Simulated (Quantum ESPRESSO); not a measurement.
# Ba(100), 5 layers: parallel layout and speed, part 2 of 3

Which layout of ranks, pools and threads suits Ba(100), 5 layers? The physics should not care; the clock does.

Quantum ESPRESSO 7.5; plane-wave DFT, PBE, PseudoDojo norm-conserving pseudopotentials.

So far. Step 3 (SCF with pw.x: 4 ranks, 2 pools, 1 thread a rank): Counted from each run's own zero (the Fermi level), the vacuum level differs from the first run's by +2 meV.

### Step 4. SCF with pw.x: 4 ranks, 1 pool, 1 thread a rank

Input file c2.in:

```
&control
  prefix = 'c2'
  outdir = './out'
  pseudo_dir = './pseudo'
  calculation = 'scf'
  tprnfor = .true.
/
&system
  ibrav = 0
  nat = 5
  ntyp = 1
  ecutwfc = 36
  ecutrho = 144
  occupations = 'smearing'
  smearing = 'mv'
  degauss = 0.02
  assume_isolated = 'esm'
  esm_bc = 'bc1'
/
&electrons
  conv_thr = 1e-07
  mixing_beta = 0.4
  electron_maxstep = 120
  mixing_mode = 'local-TF'
/
ATOMIC_SPECIES
  Ba  137.3270  Ba.dojo-sr-pbe-0.4.1-standard.upf
CELL_PARAMETERS angstrom
  5.02000000000000 0.00000000000000 0.00000000000000
  0.00000000000000 5.02000000000000 0.00000000000000
  0.00000000000000 0.00000000000000 26.04000000000000
ATOMIC_POSITIONS crystal
  Ba  0.000000000000 0.000000000000 -0.192780337942
  Ba  0.500000000000 0.500000000000 -0.096390168971
  Ba  0.000000000000 0.000000000000 0.000000000000
  Ba  0.500000000000 0.500000000000 0.096390168971
  Ba  0.000000000000 0.000000000000 0.192780337942
K_POINTS automatic
  6 6 1 0 0 0
```

Run with:

```
$ OMP_NUM_THREADS=1 mpirun -n 4 pw.x -nk 1 -in c2.in > c2.out
```

The log of the run:

```text
[banner, memory and clock lines left out]
Program PWSCF v.7.5 starts
[...]
Message from routine setup:
[...]
number of electrons       =        50.00
     number of Kohn-Sham states=           30
     kinetic-energy cutoff     =      36.0000  Ry
     charge density cutoff     =     144.0000  Ry
[...]
number of k points=    10  Marzari-Vanderbilt smearing, width (Ry)=  0.0200
[...]
Dense  grid:   129267 G-vectors     FFT dimensions: (  40,  40, 192)
[...]
negative rho (up, down):  1.285E-04 0.000E+00
     Starting wfcs are   25 randomized atomic wfcs +    5 random wfcs
[...]
estimated scf accuracy    <       0.69990737 Ry
[...]
negative rho (up, down):  2.930E-06 0.000E+00
[...]
estimated scf accuracy    <       0.50239391 Ry
[...]
estimated scf accuracy    <       0.04401738 Ry
[...]
estimated scf accuracy    <       0.14979790 Ry
[...]
estimated scf accuracy    <       0.01985195 Ry
[...]
estimated scf accuracy    <       0.01916329 Ry
[...]
estimated scf accuracy    <       0.03259029 Ry
[...]
estimated scf accuracy    <       0.41466578 Ry
[...]
estimated scf accuracy    <       0.30126386 Ry
[...]
estimated scf accuracy    <       0.27617678 Ry
[...]
estimated scf accuracy    <       0.12683799 Ry
[...]
estimated scf accuracy    <       0.00375764 Ry
[...]
estimated scf accuracy    <       0.00412835 Ry
[...]
estimated scf accuracy    <       0.00395228 Ry
[...]
estimated scf accuracy    <       0.00158680 Ry
[...]
estimated scf accuracy    <       0.00686812 Ry
[...]
estimated scf accuracy    <       0.00182810 Ry
[...]
estimated scf accuracy    <       0.00788480 Ry
[...]
estimated scf accuracy    <       0.00048787 Ry
[...]
estimated scf accuracy    <       0.00039184 Ry
[...]
estimated scf accuracy    <       0.00014014 Ry
[...]
estimated scf accuracy    <       0.00003084 Ry
[...]
estimated scf accuracy    <       0.00007518 Ry
[...]
estimated scf accuracy    <       0.00012477 Ry
[...]
estimated scf accuracy    <       0.00010225 Ry
[...]
estimated scf accuracy    <       0.00008069 Ry
[...]
estimated scf accuracy    <       0.00008588 Ry
[...]
estimated scf accuracy    <       0.00008642 Ry
[...]
estimated scf accuracy    <       0.00008565 Ry
[...]
estimated scf accuracy    <       0.00008763 Ry
[...]
estimated scf accuracy    <       0.00013889 Ry
[...]
estimated scf accuracy    <       0.00000359 Ry
[...]
estimated scf accuracy    <       0.00000439 Ry
[...]
estimated scf accuracy    <       0.00000061 Ry
[...]
estimated scf accuracy    <       0.00000391 Ry
[...]
estimated scf accuracy    <       0.00000051 Ry
[...]
estimated scf accuracy    <       0.00000011 Ry
[...]
the Fermi energy is    -2.3607 ev
!    total energy              =    -280.82145703 Ry
     estimated scf accuracy    <          5.1E-09 Ry
     smearing contrib. (-TS)   =      -0.00060532 Ry
     internal energy E=F+TS    =    -280.82085171 Ry
[...]
one-electron contribution =    2664.28286065 Ry
     hartree contribution      =   -1337.57334568 Ry
     xc contribution           =     -66.06615637 Ry
     ewald contribution        =   -1541.46421031 Ry
     convergence has been achieved in  38 iterations
[...]
Total force =     0.007391     Total SCF correction =     0.000076
[...]
```

Elapsed: 52 s, on 4 MPI ranks of Intel Xeon 6975P-C (Granite Rapids), shared host; peak memory 0.45 GiB; 3.4 min of CPU time.

Read from the output:

* Fermi energy: -2.361 eV
* vacuum line at the lower end of the cell, over the Fermi level: 2.361 eV
* vacuum line at the upper end of the cell, over the Fermi level: 2.361 eV

The program's own clock; routines nest. Time by routine:

```csv
routine,wall time (s),calls
PWSCF,51.24,1
electrons,50.26,1
c_bands,41.59,39
cegterg,38.98,390
h_psi,29.31,3782
fftw,23.71,82810
vloc_psi,23.16,3782
sum_band,4.45,39
mix_rho,3.3,39
calbec,3.28,3822
h_psi:calbec,3.2,3782
add_vuspsi,2.76,3782
cdiaghg,2.09,3762
ffts,1.48,3010
```

Counted from each run's own zero (the Fermi level), the vacuum level differs from the first run's by +1 meV.

### Step 5. Ground state: 2 ranks, 2 pools, 2 threads a rank

c3.in, as its differences from the input of step 4:

```diff
@@ -1,3 +1,3 @@
 &control
-  prefix = 'c2'
+  prefix = 'c3'
   outdir = './out'
```

Run with:

```
$ OMP_NUM_THREADS=2 mpirun -n 2 pw.x -nk 2 -in c3.in > c3.out
```

The log of the run:

```text
[banner, memory and clock lines left out]
Program PWSCF v.7.5 starts
[...]
Message from routine setup:
[...]
number of electrons       =        50.00
     number of Kohn-Sham states=           30
     kinetic-energy cutoff     =      36.0000  Ry
     charge density cutoff     =     144.0000  Ry
[...]
number of k points=    10  Marzari-Vanderbilt smearing, width (Ry)=  0.0200
[...]
Dense  grid:   129267 G-vectors     FFT dimensions: (  40,  40, 192)
[...]
negative rho (up, down):  1.285E-04 0.000E+00
     Starting wfcs are   25 randomized atomic wfcs +    5 random wfcs
[...]
estimated scf accuracy    <       0.71188251 Ry
[...]
negative rho (up, down):  2.298E-06 0.000E+00
[...]
estimated scf accuracy    <       0.50821184 Ry
[...]
estimated scf accuracy    <       0.05250870 Ry
[...]
estimated scf accuracy    <       0.24452015 Ry
[...]
estimated scf accuracy    <       0.01757554 Ry
[...]
negative rho (up, down):  3.196E-04 0.000E+00
[...]
estimated scf accuracy    <       0.01622481 Ry
[...]
estimated scf accuracy    <       0.25673868 Ry
[...]
negative rho (up, down):  7.473E-03 0.000E+00
[...]
estimated scf accuracy    <       0.18855011 Ry
[...]
negative rho (up, down):  2.079E-02 0.000E+00
[...]
estimated scf accuracy    <       0.36108072 Ry
[...]
negative rho (up, down):  1.379E-02 0.000E+00
[...]
estimated scf accuracy    <       1.48763252 Ry
[...]
negative rho (up, down):  9.532E-03 0.000E+00
[...]
estimated scf accuracy    <       1.27479029 Ry
[...]
negative rho (up, down):  3.586E-04 0.000E+00
[...]
estimated scf accuracy    <       1.34045689 Ry
[...]
negative rho (up, down):  3.038E-05 0.000E+00
[...]
estimated scf accuracy    <       1.22961011 Ry
[...]
estimated scf accuracy    <       1.10120248 Ry
[...]
estimated scf accuracy    <       0.00585994 Ry
[...]
negative rho (up, down):  2.890E-06 0.000E+00
[...]
estimated scf accuracy    <       0.01855671 Ry
[...]
negative rho (up, down):  1.785E-06 0.000E+00
[...]
estimated scf accuracy    <       0.02814396 Ry
[...]
estimated scf accuracy    <       0.01449368 Ry
[...]
estimated scf accuracy    <       0.01405459 Ry
[...]
estimated scf accuracy    <       0.01361832 Ry
[...]
negative rho (up, down):  5.744E-08 0.000E+00
[...]
estimated scf accuracy    <       0.00252245 Ry
[...]
estimated scf accuracy    <       0.01014671 Ry
[...]
estimated scf accuracy    <       0.00279063 Ry
[...]
estimated scf accuracy    <       0.00044401 Ry
[...]
estimated scf accuracy    <       0.00082641 Ry
[...]
estimated scf accuracy    <       0.00071609 Ry
[...]
negative rho (up, down):  1.889E-06 0.000E+00
[...]
estimated scf accuracy    <       0.00020534 Ry
[...]
negative rho (up, down):  4.429E-05 0.000E+00
[...]
estimated scf accuracy    <       0.00011991 Ry
[...]
negative rho (up, down):  3.369E-05 0.000E+00
[...]
estimated scf accuracy    <       0.00006973 Ry
[...]
negative rho (up, down):  6.311E-06 0.000E+00
[...]
estimated scf accuracy    <       0.00000396 Ry
[...]
negative rho (up, down):  1.548E-05 0.000E+00
[...]
estimated scf accuracy    <       0.00001072 Ry
[...]
negative rho (up, down):  6.773E-06 0.000E+00
[...]
estimated scf accuracy    <       0.00001294 Ry
[...]
negative rho (up, down):  1.897E-05 0.000E+00
[...]
estimated scf accuracy    <       0.00001094 Ry
[...]
negative rho (up, down):  1.865E-05 0.000E+00
[...]
estimated scf accuracy    <       0.00002533 Ry
[...]
negative rho (up, down):  2.805E-05 0.000E+00
[...]
estimated scf accuracy    <       0.00002445 Ry
[...]
negative rho (up, down):  3.770E-05 0.000E+00
[...]
estimated scf accuracy    <       0.00002273 Ry
[...]
negative rho (up, down):  2.042E-05 0.000E+00
[...]
estimated scf accuracy    <       0.00002392 Ry
[...]
negative rho (up, down):  4.345E-06 0.000E+00
[...]
estimated scf accuracy    <       0.00002233 Ry
[...]
estimated scf accuracy    <       0.00002201 Ry
[...]
estimated scf accuracy    <       0.00000096 Ry
[...]
estimated scf accuracy    <       0.00000312 Ry
[...]
estimated scf accuracy    <       0.00000025 Ry
[...]
estimated scf accuracy    <       0.00000055 Ry
[...]
estimated scf accuracy    <       0.00000103 Ry
[...]
the Fermi energy is    -2.3610 ev
!    total energy              =    -280.82145636 Ry
     estimated scf accuracy    <       0.00000003 Ry
     smearing contrib. (-TS)   =      -0.00060246 Ry
     internal energy E=F+TS    =    -280.82085390 Ry
[...]
one-electron contribution =    2664.27620664 Ry
     hartree contribution      =   -1337.56665398 Ry
     xc contribution           =     -66.06619625 Ry
     ewald contribution        =   -1541.46421031 Ry
     convergence has been achieved in  45 iterations
[...]
Total force =     0.007351     Total SCF correction =     0.000503
[...]
```

Elapsed: 3.7 min, on 2 MPI ranks; peak memory 0.44 GiB; 9 min of CPU time.

The program's own clock; routines nest. Time by routine:

```
     routine  wall time (s)  calls
       PWSCF          218.5      1
   electrons          214.9      1
     c_bands          175.8     46
     cegterg          145.7    232
       h_psi          133.4   2339
        fftw          128.4  50232
    vloc_psi          123.4   2339
    sum_band          23.08     46
     mix_rho          12.75     46
      calbec           5.59   2359
h_psi:calbec           5.49   2339
        ffts           4.39   4340
  add_vuspsi           4.15   2339
    init_run           2.87      1
```

Counted from each run's own zero (the Fermi level), the vacuum level differs from the first run's by +1 meV.

### Step 6. Self-consistent run: 2 ranks, 1 pool, 2 threads a rank

c4.in, as its differences from the input of step 5:

```diff
@@ -1,3 +1,3 @@
 &control
-  prefix = 'c3'
+  prefix = 'c4'
   outdir = './out'
```

Run with:

```
$ OMP_NUM_THREADS=2 mpirun -n 2 pw.x -nk 1 -in c4.in > c4.out
```

The log of the run:

```text
[banner, memory and clock lines left out]
Program PWSCF v.7.5 starts
[...]
Message from routine setup:
[...]
number of electrons       =        50.00
     number of Kohn-Sham states=           30
     kinetic-energy cutoff     =      36.0000  Ry
     charge density cutoff     =     144.0000  Ry
[...]
number of k points=    10  Marzari-Vanderbilt smearing, width (Ry)=  0.0200
[...]
Dense  grid:   129267 G-vectors     FFT dimensions: (  40,  40, 192)
[...]
negative rho (up, down):  1.285E-04 0.000E+00
     Starting wfcs are   25 randomized atomic wfcs +    5 random wfcs
[...]
estimated scf accuracy    <       0.73597077 Ry
[...]
negative rho (up, down):  2.652E-06 0.000E+00
[...]
estimated scf accuracy    <       0.52535203 Ry
[...]
estimated scf accuracy    <       0.04766539 Ry
[...]
estimated scf accuracy    <       0.11197846 Ry
[...]
estimated scf accuracy    <       0.01655733 Ry
[...]
estimated scf accuracy    <       0.03211373 Ry
[...]
estimated scf accuracy    <       0.00724275 Ry
[...]
negative rho (up, down):  2.527E-05 0.000E+00
[...]
estimated scf accuracy    <       0.00398088 Ry
[...]
estimated scf accuracy    <       0.03384343 Ry
[...]
estimated scf accuracy    <       0.01213953 Ry
[...]
estimated scf accuracy    <       0.00418613 Ry
[...]
estimated scf accuracy    <       0.00366793 Ry
[...]
estimated scf accuracy    <       0.00203449 Ry
[...]
estimated scf accuracy    <       0.00225169 Ry
[...]
estimated scf accuracy    <       0.00198661 Ry
[...]
negative rho (up, down):  9.052E-05 0.000E+00
[...]
estimated scf accuracy    <       0.00121088 Ry
[...]
negative rho (up, down):  1.050E-04 0.000E+00
[...]
estimated scf accuracy    <       0.00016936 Ry
[...]
estimated scf accuracy    <       0.00006865 Ry
[...]
estimated scf accuracy    <       0.00004439 Ry
[...]
estimated scf accuracy    <       0.00008803 Ry
[...]
estimated scf accuracy    <       0.00007856 Ry
[...]
estimated scf accuracy    <       0.00006386 Ry
[...]
estimated scf accuracy    <       0.00006171 Ry
[...]
estimated scf accuracy    <       0.00005331 Ry
[...]
estimated scf accuracy    <       0.00005518 Ry
[...]
estimated scf accuracy    <       0.00005639 Ry
[...]
negative rho (up, down):  1.731E-04 0.000E+00
[...]
estimated scf accuracy    <       0.00004017 Ry
[...]
negative rho (up, down):  2.265E-04 0.000E+00
[...]
estimated scf accuracy    <       0.00002641 Ry
[...]
negative rho (up, down):  2.536E-04 0.000E+00
[...]
estimated scf accuracy    <       0.00000256 Ry
[...]
negative rho (up, down):  1.547E-04 0.000E+00
[...]
estimated scf accuracy    <       0.00000060 Ry
[...]
negative rho (up, down):  3.701E-05 0.000E+00
[...]
estimated scf accuracy    <       0.00000122 Ry
[...]
negative rho (up, down):  1.116E-07 0.000E+00
[...]
estimated scf accuracy    <       0.00000051 Ry
[...]
estimated scf accuracy    <       0.00000013 Ry
[...]
the Fermi energy is    -2.3611 ev
!    total energy              =    -280.82145647 Ry
     estimated scf accuracy    <       0.00000001 Ry
     smearing contrib. (-TS)   =      -0.00060193 Ry
     internal energy E=F+TS    =    -280.82085454 Ry
[...]
one-electron contribution =    2664.27958111 Ry
     hartree contribution      =   -1337.57000504 Ry
     xc contribution           =     -66.06622030 Ry
     ewald contribution        =   -1541.46421031 Ry
     convergence has been achieved in  34 iterations
[...]
Total force =     0.007549     Total SCF correction =     0.000310
[...]
```

Run time: 73 s. Hardware: 2 MPI ranks; peak memory 0.36 GiB.

The program's own clock; routines nest. Time by routine:

```
     routine  wall time (s)  calls
       PWSCF          72.18      1
   electrons          70.53      1
     c_bands          55.69     35
     cegterg          51.11    350
       h_psi          40.94   3361
    vloc_psi          34.22   3361
        fftw          32.02  71414
    sum_band           7.71     35
     mix_rho           5.93     35
      calbec           3.78   3401
h_psi:calbec           3.68   3361
        ffts           3.03   3222
  add_vuspsi            2.8   3361
     cdiaghg            1.9   3341
```

Counted from each run's own zero (the Fermi level), the vacuum level differs from the first run's by +1 meV.

### Step 7. Self-consistent run: 1 rank, 1 pool, 4 threads a rank

c5.in, as its differences from the input of step 6:

```diff
@@ -1,3 +1,3 @@
 &control
-  prefix = 'c4'
+  prefix = 'c5'
   outdir = './out'
```

Run with:

```
$ OMP_NUM_THREADS=4 pw.x -nk 1 -in c5.in > c5.out
```

The log of the run:

```text
[banner, memory and clock lines left out]
Program PWSCF v.7.5 starts
[...]
Message from routine setup:
[...]
number of electrons       =        50.00
     number of Kohn-Sham states=           30
     kinetic-energy cutoff     =      36.0000  Ry
     charge density cutoff     =     144.0000  Ry
[...]
number of k points=    10  Marzari-Vanderbilt smearing, width (Ry)=  0.0200
[...]
Dense  grid:   129267 G-vectors     FFT dimensions: (  40,  40, 192)
[...]
negative rho (up, down):  1.285E-04 0.000E+00
     Starting wfcs are   25 randomized atomic wfcs +    5 random wfcs
[...]
estimated scf accuracy    <       0.69878818 Ry
[...]
negative rho (up, down):  2.885E-06 0.000E+00
[...]
estimated scf accuracy    <       0.50771041 Ry
[...]
estimated scf accuracy    <       0.04581176 Ry
[...]
estimated scf accuracy    <       0.20591118 Ry
[...]
estimated scf accuracy    <       0.02583059 Ry
[...]
estimated scf accuracy    <       0.02579207 Ry
[...]
negative rho (up, down):  1.895E-06 0.000E+00
[...]
estimated scf accuracy    <       0.02430331 Ry
[...]
negative rho (up, down):  2.865E-06 0.000E+00
[...]
estimated scf accuracy    <       0.20975010 Ry
[...]
negative rho (up, down):  4.805E-07 0.000E+00
[...]
estimated scf accuracy    <       0.26572138 Ry
[...]
negative rho (up, down):  4.096E-06 0.000E+00
[...]
estimated scf accuracy    <       0.18012621 Ry
[...]
negative rho (up, down):  4.879E-04 0.000E+00
[...]
estimated scf accuracy    <       0.17779144 Ry
[...]
negative rho (up, down):  2.553E-04 0.000E+00
[...]
estimated scf accuracy    <       0.04726564 Ry
[...]
negative rho (up, down):  1.835E-08 0.000E+00
[...]
estimated scf accuracy    <       0.02183366 Ry
[...]
negative rho (up, down):  1.491E-02 0.000E+00
[...]
estimated scf accuracy    <       0.02287105 Ry
[...]
negative rho (up, down):  1.734E-02 0.000E+00
[...]
estimated scf accuracy    <       0.00838026 Ry
[...]
negative rho (up, down):  3.483E-03 0.000E+00
[...]
estimated scf accuracy    <       0.01517397 Ry
[...]
negative rho (up, down):  1.387E-03 0.000E+00
[...]
estimated scf accuracy    <       0.00325251 Ry
[...]
negative rho (up, down):  6.183E-04 0.000E+00
[...]
estimated scf accuracy    <       0.00476486 Ry
[...]
estimated scf accuracy    <       0.00129031 Ry
[...]
negative rho (up, down):  1.375E-04 0.000E+00
[...]
estimated scf accuracy    <       0.00124458 Ry
[...]
negative rho (up, down):  1.119E-03 0.000E+00
[...]
estimated scf accuracy    <       0.00020914 Ry
[...]
negative rho (up, down):  3.392E-04 0.000E+00
[...]
estimated scf accuracy    <       0.00058973 Ry
[...]
negative rho (up, down):  1.926E-04 0.000E+00
[...]
estimated scf accuracy    <       0.00010858 Ry
[...]
negative rho (up, down):  1.000E-04 0.000E+00
[...]
estimated scf accuracy    <       0.00003534 Ry
[...]
negative rho (up, down):  2.433E-04 0.000E+00
[...]
estimated scf accuracy    <       0.00000826 Ry
[...]
negative rho (up, down):  2.475E-04 0.000E+00
[...]
estimated scf accuracy    <       0.00004243 Ry
[...]
estimated scf accuracy    <       0.00000651 Ry
[...]
estimated scf accuracy    <       0.00000278 Ry
[...]
estimated scf accuracy    <       0.00000070 Ry
[...]
estimated scf accuracy    <       0.00000048 Ry
[...]
estimated scf accuracy    <       0.00000075 Ry
[...]
estimated scf accuracy    <       0.00000025 Ry
[...]
the Fermi energy is    -2.3601 ev
!    total energy              =    -280.82145626 Ry
     estimated scf accuracy    <       0.00000007 Ry
     smearing contrib. (-TS)   =      -0.00060420 Ry
     internal energy E=F+TS    =    -280.82085206 Ry
[...]
one-electron contribution =    2664.29539604 Ry
     hartree contribution      =   -1337.58593665 Ry
     xc contribution           =     -66.06610114 Ry
     ewald contribution        =   -1541.46421031 Ry
     convergence has been achieved in  33 iterations
[...]
Total force =     0.007433     Total SCF correction =     0.000703
[...]
```

Elapsed: 4.8 min, on 1 MPI rank; peak memory 0.29 GiB.

Numbers from this step:

| Quantity | Value |
| --- | --- |
| Fermi energy | -2.360 eV |
| vacuum line at the lower end of the cell, over the Fermi level | 2.360 eV |
| vacuum line at the upper end of the cell, over the Fermi level | 2.360 eV |

The program's own clock; routines nest. Time by routine:

```
     routine  wall time (s)  calls
       PWSCF          287.9      1
   electrons          282.7      1
     c_bands          236.3     34
     cegterg          227.2    340
        fftw          222.5  71688
       h_psi          216.5   3467
    vloc_psi          208.1   3467
    sum_band           38.3     34
     mix_rho           6.27     34
      calbec           4.77   3507
h_psi:calbec           4.67   3467
    init_run           4.56      1
   init_us_2           3.51    700
  add_vuspsi           3.49   3467
```

Counted from each run's own zero (the Fermi level), the vacuum level differs from the first run's by +0 meV.

(Part 2 of 3 ends here.)

[Logs are printed without paths, hosts, clocks, repeated set-up lines and the standing remarks that a program may print on its own settings, such as how far it seeks lower states.]

[Hosts, paths, dates, database ids (printed as entryN), source tags and the programs' standing remarks are cut or masked in the printed files.]

[Maps of the electrostatic potential energy from Ansatz leave out the sawtooth potential of an applied field or a dipole correction, so their vacuum need not be flat; planar profiles and work functions include it.]
